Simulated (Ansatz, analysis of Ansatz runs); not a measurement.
## Y4S3N2 (C2/m), V_S hop (3.8 Å): barriers by charge state

One jump of S in Y4S3N2 (C2/m) at several charges. The case: V_S hop (3.8 Å).

Method: migration barriers of one hop by charge state from climbing-image bands, PBEsol; no image-charge correction, which largely cancels along a path, in analysis of Ansatz runs 0.2.0.

## 1. Starting point

The cell holds 53 atoms: 24 Y, 17 S and 12 N. Cell: a = 12.778 Å, b = 11.374 Å, c = 9.763 Å, α = 90.0°, β = 128.5°, γ = 90.0°. It derives from Y4S3N2 (space group C2/m). Nearest the centre at fractional (0.500, 0.667, 0.000): S45 at 1.90 Å, Y40 at 2.02 Å, Y43 at 2.02 Å, N52 at 2.78 Å, N51 at 2.78 Å, S49 at 3.29 Å, S46 at 3.29 Å, Y22 at 3.42 Å.

Structure file:

```xyz
53
Lattice="12.7781 0.0000 -0.0248 0.0000 11.3745 0.0000 -6.0606 0.0000 7.6537" Properties=species:S:1:pos:R:3 pbc="T T T"
Y    -0.6153    1.8957    4.9602
Y     5.7738    0.0000    4.9478
Y     0.9438    0.0000    2.6811
Y     7.3328    1.8957    2.6687
Y     4.6955    0.0000    1.0893
Y    11.0845    1.8957    1.0769
Y    -4.3670    1.8957    6.5520
Y     2.0220    0.0000    6.5396
S     0.0000    0.0000    0.0000
S     6.3891    1.8957   -0.0124
S    -2.5264    0.0000    5.9982
S     3.8626    1.8957    5.9858
S     2.8549    1.8957    1.6431
S     9.2440    0.0000    1.6307
N    -0.3467    1.8957    2.7567
N     6.0423    0.0000    2.7443
N     0.6752    0.0000    4.8846
N     7.0643    1.8957    4.8722
Y    -0.6153    5.6872    4.9602
Y     5.7738    3.7915    4.9478
Y     0.9438    3.7915    2.6811
Y     7.3328    5.6872    2.6687
Y     4.6955    3.7915    1.0893
Y    11.0845    5.6872    1.0769
Y    -4.3670    5.6872    6.5520
Y     2.0220    3.7915    6.5396
S     0.0000    3.7915    0.0000
S    -2.5264    3.7915    5.9982
S     3.8626    5.6872    5.9858
S     2.8549    5.6872    1.6431
S     9.2440    3.7915    1.6307
N    -0.3467    5.6872    2.7567
N     6.0423    3.7915    2.7443
N     0.6752    3.7915    4.8846
N     7.0643    5.6872    4.8722
Y    -0.6153    9.4787    4.9602
Y     5.7738    7.5830    4.9478
Y     0.9438    7.5830    2.6811
Y     7.3328    9.4787    2.6687
Y     4.6955    7.5830    1.0893
Y    11.0845    9.4787    1.0769
Y    -4.3670    9.4787    6.5520
Y     2.0220    7.5830    6.5396
S     0.0000    7.5830    0.0000
S     6.3891    9.4787   -0.0124
S    -2.5264    7.5830    5.9982
S     3.8626    9.4787    5.9858
S     2.8549    9.4787    1.6431
S     9.2440    7.5830    1.6307
N    -0.3467    9.4787    2.7567
N     6.0423    7.5830    2.7443
N     0.6752    7.5830    4.8846
N     7.0643    9.4787    4.8722
```

The cell's shortest repeat is 9.8 Å.

## 2. The bands

Climbing-image bands with Ansatz at one point at (¼, ¼, ¼), on 1 × NVIDIA GB200 with 32 threads of Arm Neoverse V2, shared host:

```tsv
charge	moment (μB)	images	iterations	energies along the band (eV)	time
+2	0	5	15	0.00, 0.63, 2.02, 2.78, 2.02, 0.62, 0.00	24 s
0	0	5	6	0.00, 0.81, 2.74, 4.00, 2.74, 0.81, 0.00	12 s
```

## 3. Barriers and rates

Arrhenius rates with an assumed prefactor of 1e13 per second. The hop rate by temperature:

```tsv
temperature (K)	charge +2 (1/s)	charge +0 (1/s)
200	8.1e-58	1.7e-88
300	1.9e-34	6.6e-55
400	9.0e-23	4.1e-38
600	4.3e-11	2.6e-21
800	3.0e-5	6.4e-13
1000	0.0958	7.0e-8
```

## 4. Results

```yaml
barrier_at_charge_plus_2: 2.78 eV
barrier_at_charge_0: 4.00 eV
```

What this shows: The barrier is lowest at charge +2 (2.78 eV) and highest at 0 (4.00 eV). No image-charge correction is applied. The order of the top as a saddle was not checked for all atoms, so a bent path could be lower. What this leaves open: one k-point off the zone centre stands for the whole zone.

[Logs are printed without paths, hosts, clocks, repeated set-up lines and the standing remarks that a program may print on its own settings, such as how far it seeks lower states.]

[Hosts, paths, dates, database ids (printed as entryN), source tags and the programs' standing remarks are cut or masked in the printed files.]
